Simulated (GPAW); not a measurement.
# B K-edge XANES of TiB2 (P6/mmm), part 3 of 4

How does the B K edge of TiB2 (P6/mmm) move when the bonds are compressed or stretched?

GPAW 26.7.0; X-ray absorption from dipole matrix elements to empty bands, plane-wave PAW PBE.

So far. Step 4 (Spectrum with XCH, B atom 2): The total-energy difference is 193.25 eV. One term is added: -5.59 eV, since the hole is spin-paired here and a spin-polarised one costs that much less in the free atom (computed apart). The photon energy is then 187.66 eV. The functional leaves an error of a few eV in such absolute values. Step 6 (Spectrum with XCH, B atom 2): The scaled spectrum changes by 14 % r.m.s. The highest intensity below 16 eV goes from 8.6 eV (1.55) to 9.2 eV (1.48).

### Step 7. Supercell without a hole, the energy reference

Level of this step: plane-wave PAW DFT, PBE, self-consistent field (GPAW).

The cell changes for the next run, so it gets a reference energy of its own.

The cell differs from the one that the last finished run ended in (a 5.140 → 5.194 Å, b 5.140 → 5.194 Å, c 6.325 → 6.392 Å).

File scf.py:

```python
import numpy as np
from ase import Atoms
from ase.parallel import parprint, paropen
from gpaw import GPAW, PW, FermiDirac, Mixer, MixerDif, setup_paths
from gpaw.test import gen
setup_paths.insert(0, '.')
gen('B', name='nch1s', xcname='PBE', corehole=(1, 0, 0), write_xml=True)
from gpaw.mpi import world
world.barrier()

atoms = Atoms('Ti6B12',
    cell=[[0, 5.19372743, 0],
     [-4.49789989, -2.59686371, 0],
     [0, 0, 6.39157534]],
    scaled_positions=[[0, 0, 0],
     [0.33333333, 0.66666667, 0],
     [0, 0, 0.5],
     [0.66666667, 0.33333333, 0],
     [0.33333333, 0.66666667, 0.5],
     [0.66666667, 0.33333333, 0.5],
     [0, 0.66666667, 0.25],
     [0.33333333, 0.33333333, 0.25],
     [0, 0.66666667, 0.75],
     [0.66666667, 0, 0.25],
     [0.33333333, 0.33333333, 0.75],
     [0.66666667, 0, 0.75],
     [0.33333333, 0, 0.25],
     [0.66666667, 0.66666667, 0.25],
     [0.33333333, 0, 0.75],
     [0, 0.33333333, 0.25],
     [0.66666667, 0.66666667, 0.75],
     [0, 0.33333333, 0.75]],
    pbc=True)
atoms.calc = calc = GPAW(legacy_gpaw=True, mode=PW(430, force_complex_dtype=True), xc='PBE', setups={6: 'nch1s'},
    kpts={'size': (5, 5, 4), 'gamma': True}, occupations=FermiDirac(0.1),
    charge=0, mixer=Mixer(0.1, 5, 50), maxiter=150,
    convergence={'density': 0.0001, 'eigenstates': 1e-6}, txt='scf.txt')
energy = atoms.get_potential_energy() + calc.get_reference_energy()
ef = calc.get_fermi_level()
out = dict(energy=energy, fermi=ef, forces=atoms.get_forces().tolist())
parprint(f'all-electron energy {energy:.4f} eV, Fermi level {ef:.4f} eV')
ev = np.array([[calc.get_eigenvalues(k, s) for k in range(len(calc.get_ibz_k_points()))] for s in range(calc.get_number_of_spins())])
out['homo'], out['lumo'], out['counts'] = ev[ev < ef].max(), ev[ev > ef].min(), sorted(set((ev < ef).sum((0, 2)).tolist()))
out['filled'] = (ev[:, 0] < ef).sum(1).tolist()
import json
with paropen('out.json', 'w') as f:
    json.dump(out, f)
```

The run is started by

```console
> OMP_NUM_THREADS=1 mpirun -n 4 gpaw python scf.py
```

Numbers of over 12 decimals in the logs are rounded to 6 here.

The log of the run:

```text
Input parameters:
  convergence: {density: 0.0001,
                eigenstates: 1e-06}
  kpts: {gamma: True,
         size: (5, 5, 4)}
  maxiter: 150
  mixer: {backend: pulay,
          beta: 0.1,
          method: separate,
          nmaxold: 5,
          weight: 50}
  mode: {ecut: 430.0,
         force_complex_dtype: True,
         name: pw}
  occupations: {fixmagmom: False,
                name: fermi-dirac,
[...]
2s(2) :    -0.347030     1.005232
*s    :     0.652970
2p(1) :    -0.132526     0.982729
*p    :     0.867474
*d    :     0.000000
--------------------------------

Diagonalizing with gridspacing h=0.050

state   all-electron     PAW
-------------------------------
2s:      -0.347030    -0.347449
2p:      -0.132526    -0.132867
*d:                    0.040435
*f:                    0.071313
-------------------------------
all-electron energy -147516.8011 eV, Fermi level 11.8255 eV
[key lines of the parts left out:]
Converged after 18 iterations.
Dipole moment: (-0.000000, 0.000000, -0.000221) |e|*Ang
Free energy:   -138.887318
Fermi level: 11.82551
```

The job ended after 73 s (4 MPI ranks of Intel Xeon Platinum 8488C (Sapphire Rapids), shared host; peak memory 0.35 GiB; 4.8 min of CPU time).

Reference energy: -147516.801 eV with the cores included.

### Step 8. Spectrum with XCH, B atom 2

Shorter bonds are expected to push antibonding states and scattering resonances up, and longer ones down; the cell is scaled to test that.

Changed against the first core-hole run: volume scale from 1 to 0.97.

File xas.py:

```python
import numpy as np
from ase import Atoms
from ase.parallel import parprint, paropen
from gpaw import GPAW, PW, FermiDirac, Mixer, MixerDif, setup_paths
from gpaw.test import gen
setup_paths.insert(0, '.')
gen('B', name='fch1s', xcname='PBE', corehole=(1, 0, 1), write_xml=True)
from gpaw.mpi import world
world.barrier()

atoms = Atoms('Ti6B12',
    cell=[[0, 5.19372743, 0],
     [-4.49789989, -2.59686371, 0],
     [0, 0, 6.39157534]],
    scaled_positions=[[0, 0, 0],
     [0.33333333, 0.66666667, 0],
     [0, 0, 0.5],
     [0.66666667, 0.33333333, 0],
     [0.33333333, 0.66666667, 0.5],
     [0.66666667, 0.33333333, 0.5],
     [0, 0.66666667, 0.25],
     [0.33333333, 0.33333333, 0.25],
     [0, 0.66666667, 0.75],
     [0.66666667, 0, 0.25],
     [0.33333333, 0.33333333, 0.75],
     [0.66666667, 0, 0.75],
     [0.33333333, 0, 0.25],
     [0.66666667, 0.66666667, 0.25],
     [0.33333333, 0, 0.75],
     [0, 0.33333333, 0.25],
     [0.66666667, 0.66666667, 0.75],
     [0, 0.33333333, 0.75]],
    pbc=True)
atoms.calc = calc = GPAW(legacy_gpaw=True, mode=PW(430, force_complex_dtype=True), xc='PBE', setups={6: 'fch1s'},
    kpts={'size': (5, 5, 4), 'gamma': True}, occupations=FermiDirac(0.1),
    charge=-1, mixer=Mixer(0.1, 5, 50), maxiter=150,
    convergence={'density': 0.0001, 'eigenstates': 1e-6}, txt='scf.txt')
energy = atoms.get_potential_energy() + calc.get_reference_energy()
ef = calc.get_fermi_level()
out = dict(energy=energy, fermi=ef, forces=atoms.get_forces().tolist())
parprint(f'all-electron energy {energy:.4f} eV, Fermi level {ef:.4f} eV')
ev = np.array([[calc.get_eigenvalues(k, s) for k in range(len(calc.get_ibz_k_points()))] for s in range(calc.get_number_of_spins())])
out['homo'], out['lumo'], out['counts'] = ev[ev < ef].max(), ev[ev > ef].min(), sorted(set((ev < ef).sum((0, 2)).tolist()))
out['filled'] = (ev[:, 0] < ef).sum(1).tolist()

from ase.units import Ha
from gpaw.xas import dipole_matrix_elements
nb = int(calc.get_number_of_electrons() / 2) + 122
top, nb = nb, nb + 8 + nb // 12
nscf = calc.fixed_density(kpts={'size': (7, 7, 5), 'gamma': True}, nbands=nb,
    convergence={'bands': top, 'eigenstates': 5e-3}, maxiter=60, txt='nscf.txt')
cell = atoms.cell.array
ops = [cell.T @ U.T @ np.linalg.inv(cell.T) for U in nscf.wfs.kd.symmetry.op_scc]
E = np.arange(-6, 34, 0.1)
fwhm = np.interp(E, [4, 25], [0.9, 3.5])
Y, X, zero, highest = 0, 0, 1e9, 1e9
for spin in range(nscf.get_number_of_spins()):
    wfs = nscf.wfs
    mine = wfs.bd.get_slice()  # this rank's bands
    A = dipole_matrix_elements(wfs.setups[6])
    eps = np.zeros((wfs.kd.nibzkpts, nb))
    d = np.zeros((3, A.shape[1], wfs.kd.nibzkpts, nb), complex)
    for kpt in wfs.kpt_u:
        if kpt.s == spin and 6 in kpt.P_ani:
            eps[kpt.k, mine] = kpt.eps_n * Ha
            d[:, :, kpt.k, mine] = (kpt.weight * wfs.nspins / 2) ** 0.5 * np.inner(A, kpt.P_ani[6])
    world.sum(eps)
    world.sum(d)
    T = np.einsum('amkn,bmkn->abkn', d, d.conj()).real
    T = sum(np.einsum('ai,ijkn,bj->abkn', R, T, R) for R in ops) / len(ops)
    empty = eps > ef
    zero, highest = min(zero, eps[empty].min()), min(highest, eps[:, top - 1].min())
    lines = [(eps, T, empty)] if spin == 0 else lines + [(eps, T, empty)]
for eps, T, empty in lines:
    f = np.einsum('aakn->akn', T).reshape(3, -1)
    x = eps.ravel() - zero
    w = np.interp(x, E, fwhm) / 2.35482
    g = np.exp(-0.5 * ((E[:, None] - x) / w) ** 2) / (w * (2 * np.pi) ** 0.5)
    Y = Y + (f * empty.ravel()) @ g.T
    X = X + (f * ~empty.ravel()) @ g.T
out.update(E=E.round(2).tolist(), xas=Y.tolist(), xes=X.tolist(), zero=zero, valid=highest - zero, nk=len(eps), nb=nb)
for i in range(0, len(E), 10):
    parprint(f'{E[i]:7.2f}', *(f'{v:10.3e}' for v in Y[:, i]))
import json
with paropen('out.json', 'w') as f:
    json.dump(out, f)
```

The run is started by

```console
> OMP_NUM_THREADS=1 mpirun -n 4 gpaw python xas.py
```

The log of the run:

```text
Input parameters:
  charge: -1
  convergence: {density: 0.0001,
                eigenstates: 1e-06}
  kpts: {gamma: True,
         size: (5, 5, 4)}
  maxiter: 150
  mixer: {backend: pulay,
          beta: 0.1,
          method: separate,
          nmaxold: 5,
          weight: 50}
  mode: {ecut: 430.0,
         force_complex_dtype: True,
         name: pw}
  occupations: {fixmagmom: False,
[...]
*p    :     0.350422
*d    :     0.000000
--------------------------------

Diagonalizing with gridspacing h=0.050

state   all-electron     PAW
-------------------------------
2s:      -0.872538    -0.873275
2p:      -0.649578    -0.650581
*d:                   -0.077574
*f:                   -0.014711
-------------------------------
all-electron energy -147323.6448 eV, Fermi level 12.2594 eV
[...]
32.00  2.768e-04  2.768e-04  3.448e-04
  33.00  2.366e-04  2.366e-04  3.827e-04
[key lines of the parts left out:]
Converged after 24 iterations.
Dipole moment: (-0.081892, -0.047282, -0.105198) |e|*Ang
Free energy:   -152.805940
Fermi level: 12.25937
```

Wall time 5.5 min (4 MPI ranks); peak memory 0.88 GiB; 22 min of CPU time.

| E (eV) | first run | this run |
| --- | --- | --- |
| -2.0 | 0.00 | 0.00 |
| -1.0 | 0.00 | 0.00 |
| 0.0 | 0.23 | 0.22 |
| 1.0 | 0.80 | 0.76 |
| 2.0 | 1.00 | 0.97 |
| 3.0 | 0.98 | 0.99 |
| 4.0 | 1.22 | 1.13 |
| 5.0 | 1.01 | 0.99 |
| 6.0 | 1.11 | 1.12 |
| 7.0 | 1.19 | 1.07 |
| 8.0 | 1.49 | 1.37 |
| 9.0 | 1.53 | 1.51 |
| 10.0 | 1.24 | 1.32 |
| 11.0 | 1.02 | 1.03 |
| 12.0 | 1.06 | 1.03 |
| 13.0 | 1.05 | 1.04 |
| 14.0 | 1.04 | 1.04 |
| 15.0 | 1.02 | 1.00 |
| 16.0 | 1.04 | 1.02 |
| 17.0 | 0.94 | 1.01 |
| 18.0 | 0.62 | 0.80 |
| 19.0 | 0.30 | 0.44 |
| 20.0 | 0.18 | 0.22 |
| 21.0 | 0.21 | 0.18 |
| 22.0 | 0.29 | 0.25 |
| 23.0 | 0.38 | 0.33 |
| 24.0 | 0.46 | 0.41 |
| 25.0 | 0.54 | 0.49 |
| 26.0 | 0.62 | 0.57 |
| 27.0 | 0.68 | 0.64 |
| 28.0 | 0.70 | 0.70 |
| 29.0 | 0.67 | 0.69 |
| 30.0 | 0.63 | 0.65 |
| 31.0 | 0.61 | 0.61 |
| 32.0 | 0.58 | 0.60 |

Against the first run the r.m.s. difference is 7 %. The highest intensity below 16 eV goes from 8.6 eV (1.55) to 8.9 eV (1.51).

The photon energy of the zero moves by -0.09 eV.

### Step 9. Supercell without a hole, the energy reference

The cell changes for the next run, so it gets a reference energy of its own.

The cell differs from the one that the last finished run ended in (a 5.194 → 5.299 Å, b 5.194 → 5.299 Å, c 6.392 → 6.521 Å).

scf.py: that of step 7 with these lines changed.

```diff
@@ -11,5 +11,5 @@
 atoms = Atoms('Ti6B12',
-    cell=[[0, 5.19372743, 0],
-     [-4.49789989, -2.59686371, 0],
-     [0, 0, 6.39157534]],
+    cell=[[0, 5.29867949, 0],
+     [-4.58879104, -2.64933974, 0],
+     [0, 0, 6.52073287]],
     scaled_positions=[[0, 0, 0],
```

The run is started by

```console
> OMP_NUM_THREADS=1 mpirun -n 4 gpaw python scf.py
```

The log of the run:

```text
Input parameters:
  convergence: {density: 0.0001,
                eigenstates: 1e-06}
  kpts: {gamma: True,
         size: (5, 5, 4)}
  maxiter: 150
  mixer: {backend: pulay,
          beta: 0.1,
          method: separate,
          nmaxold: 5,
          weight: 50}
  mode: {ecut: 430.0,
         force_complex_dtype: True,
         name: pw}
  occupations: {fixmagmom: False,
                name: fermi-dirac,
[...]
2s(2) :    -0.347030     1.005232
*s    :     0.652970
2p(1) :    -0.132526     0.982729
*p    :     0.867474
*d    :     0.000000
--------------------------------

Diagonalizing with gridspacing h=0.050

state   all-electron     PAW
-------------------------------
2s:      -0.347030    -0.347449
2p:      -0.132526    -0.132867
*d:                    0.040435
*f:                    0.071313
-------------------------------
all-electron energy -147516.8809 eV, Fermi level 11.0753 eV
[key lines of the parts left out:]
Converged after 21 iterations.
Dipole moment: (-0.000000, -0.000000, 0.000011) |e|*Ang
Free energy:   -138.969735
Fermi level: 11.07529
```

Wall time 98 s (4 MPI ranks); peak memory 0.35 GiB.

Reference energy: -147516.881 eV with the cores included.

### Step 10. Spectrum with XCH, B atom 2

Shorter bonds are expected to push antibonding states and scattering resonances up, and longer ones down; the cell is scaled to test that.

Changed against the first core-hole run: volume scale from 1 to 1.03.

xas.py: that of step 8 with these lines changed.

```diff
@@ -11,5 +11,5 @@
 atoms = Atoms('Ti6B12',
-    cell=[[0, 5.19372743, 0],
-     [-4.49789989, -2.59686371, 0],
-     [0, 0, 6.39157534]],
+    cell=[[0, 5.29867949, 0],
+     [-4.58879104, -2.64933974, 0],
+     [0, 0, 6.52073287]],
     scaled_positions=[[0, 0, 0],
@@ -47,3 +47,3 @@
 from gpaw.xas import dipole_matrix_elements
-nb = int(calc.get_number_of_electrons() / 2) + 122
+nb = int(calc.get_number_of_electrons() / 2) + 127
 top, nb = nb, nb + 8 + nb // 12
```

The run is started by

```console
> OMP_NUM_THREADS=1 mpirun -n 4 gpaw python xas.py
```

The log of the run:

```text
Input parameters:
  charge: -1
  convergence: {density: 0.0001,
                eigenstates: 1e-06}
  kpts: {gamma: True,
         size: (5, 5, 4)}
  maxiter: 150
  mixer: {backend: pulay,
          beta: 0.1,
          method: separate,
          nmaxold: 5,
          weight: 50}
  mode: {ecut: 430.0,
         force_complex_dtype: True,
         name: pw}
  occupations: {fixmagmom: False,
[...]
*p    :     0.350422
*d    :     0.000000
--------------------------------

Diagonalizing with gridspacing h=0.050

state   all-electron     PAW
-------------------------------
2s:      -0.872538    -0.873275
2p:      -0.649578    -0.650581
*d:                   -0.077574
*f:                   -0.014711
-------------------------------
all-electron energy -147323.5383 eV, Fermi level 11.4735 eV
[...]
32.00  2.170e-04  2.170e-04  3.927e-04
  33.00  1.654e-04  1.654e-04  3.803e-04
[key lines of the parts left out:]
Converged after 24 iterations.
Dipole moment: (-0.083440, -0.048173, -0.107395) |e|*Ang
Free energy:   -152.703331
Fermi level: 11.47349
```

It took 6.5 min on 4 MPI ranks; peak memory 0.93 GiB.

| E (eV) | first run | this run |
| --- | --- | --- |
| -2.0 | 0.00 | 0.00 |
| -1.0 | 0.00 | 0.00 |
| 0.0 | 0.23 | 0.24 |
| 1.0 | 0.80 | 0.84 |
| 2.0 | 1.00 | 1.03 |
| 3.0 | 0.98 | 0.99 |
| 4.0 | 1.22 | 1.24 |
| 5.0 | 1.01 | 1.08 |
| 6.0 | 1.11 | 1.12 |
| 7.0 | 1.19 | 1.33 |
| 8.0 | 1.49 | 1.57 |
| 9.0 | 1.53 | 1.51 |
| 10.0 | 1.24 | 1.16 |
| 11.0 | 1.02 | 1.05 |
| 12.0 | 1.06 | 1.08 |
| 13.0 | 1.05 | 1.06 |
| 14.0 | 1.04 | 1.04 |
| 15.0 | 1.02 | 1.05 |
| 16.0 | 1.04 | 1.04 |
| 17.0 | 0.94 | 0.82 |
| 18.0 | 0.62 | 0.45 |
| 19.0 | 0.30 | 0.21 |
| 20.0 | 0.18 | 0.18 |
| 21.0 | 0.21 | 0.25 |
| 22.0 | 0.29 | 0.34 |
| 23.0 | 0.38 | 0.43 |
| 24.0 | 0.46 | 0.51 |
| 25.0 | 0.54 | 0.59 |
| 26.0 | 0.62 | 0.66 |
| 27.0 | 0.68 | 0.70 |
| 28.0 | 0.70 | 0.69 |
| 29.0 | 0.67 | 0.65 |
| 30.0 | 0.63 | 0.62 |
| 31.0 | 0.61 | 0.60 |

Against the first run the r.m.s. difference is 7 %. The highest intensity below 16 eV goes from 8.6 eV (1.55) to 8.4 eV (1.59).

The photon energy of the zero moves by +0.09 eV.

### Step 11. Reference energy of the supercell

The cell changes for the next run, so it gets a reference energy of its own.

The cell differs from the one that the last finished run ended in (a 5.299 → 5.350 Å, b 5.299 → 5.350 Å, c 6.521 → 6.583 Å).

scf.py: that of step 9 with these lines changed.

```diff
@@ -11,5 +11,5 @@
 atoms = Atoms('Ti6B12',
-    cell=[[0, 5.29867949, 0],
-     [-4.58879104, -2.64933974, 0],
-     [0, 0, 6.52073287]],
+    cell=[[0, 5.34963146, 0],
+     [-4.63291674, -2.67481573, 0],
+     [0, 0, 6.58343607]],
     scaled_positions=[[0, 0, 0],
```

The run is started by

```console
> OMP_NUM_THREADS=1 mpirun -n 4 gpaw python scf.py
```

The log of the run:

```text
Input parameters:
  convergence: {density: 0.0001,
                eigenstates: 1e-06}
  kpts: {gamma: True,
         size: (5, 5, 4)}
  maxiter: 150
  mixer: {backend: pulay,
          beta: 0.1,
          method: separate,
          nmaxold: 5,
          weight: 50}
  mode: {ecut: 430.0,
         force_complex_dtype: True,
         name: pw}
  occupations: {fixmagmom: False,
                name: fermi-dirac,
[...]
2s(2) :    -0.347030     1.005232
*s    :     0.652970
2p(1) :    -0.132526     0.982729
*p    :     0.867474
*d    :     0.000000
--------------------------------

Diagonalizing with gridspacing h=0.050

state   all-electron     PAW
-------------------------------
2s:      -0.347030    -0.347449
2p:      -0.132526    -0.132867
*d:                    0.040435
*f:                    0.071313
-------------------------------
all-electron energy -147516.6134 eV, Fermi level 10.7255 eV
[key lines of the parts left out:]
Converged after 18 iterations.
Dipole moment: (-0.000000, -0.000000, 0.000152) |e|*Ang
Free energy:   -138.703604
Fermi level: 10.72546
```

The job ended after 86 s (4 MPI ranks; peak memory 0.36 GiB; 5.7 min of CPU time).

Reference energy: -147516.613 eV with the cores included.

[end of part 3 of 4]

[Banner, clock and machine lines of the logs are left out without a mark of their own.]

[Logs are printed without paths, hosts, clocks, repeated set-up lines and the standing remarks that a program may print on its own settings, such as how far it seeks lower states.]

[Hosts, paths, dates, database ids (printed as entryN), source tags and the programs' standing remarks are cut or masked in the printed files.]

[Lists of maxima count a maximum above −3 eV only where it reaches 4 % of the highest in the window and stands out from its surroundings by 2 % of it (1.5 % where it reaches 55 %); shoulders and weaker maxima are passed over, and of the rest the first, up to two pre-edge ones and the few strongest are named.]
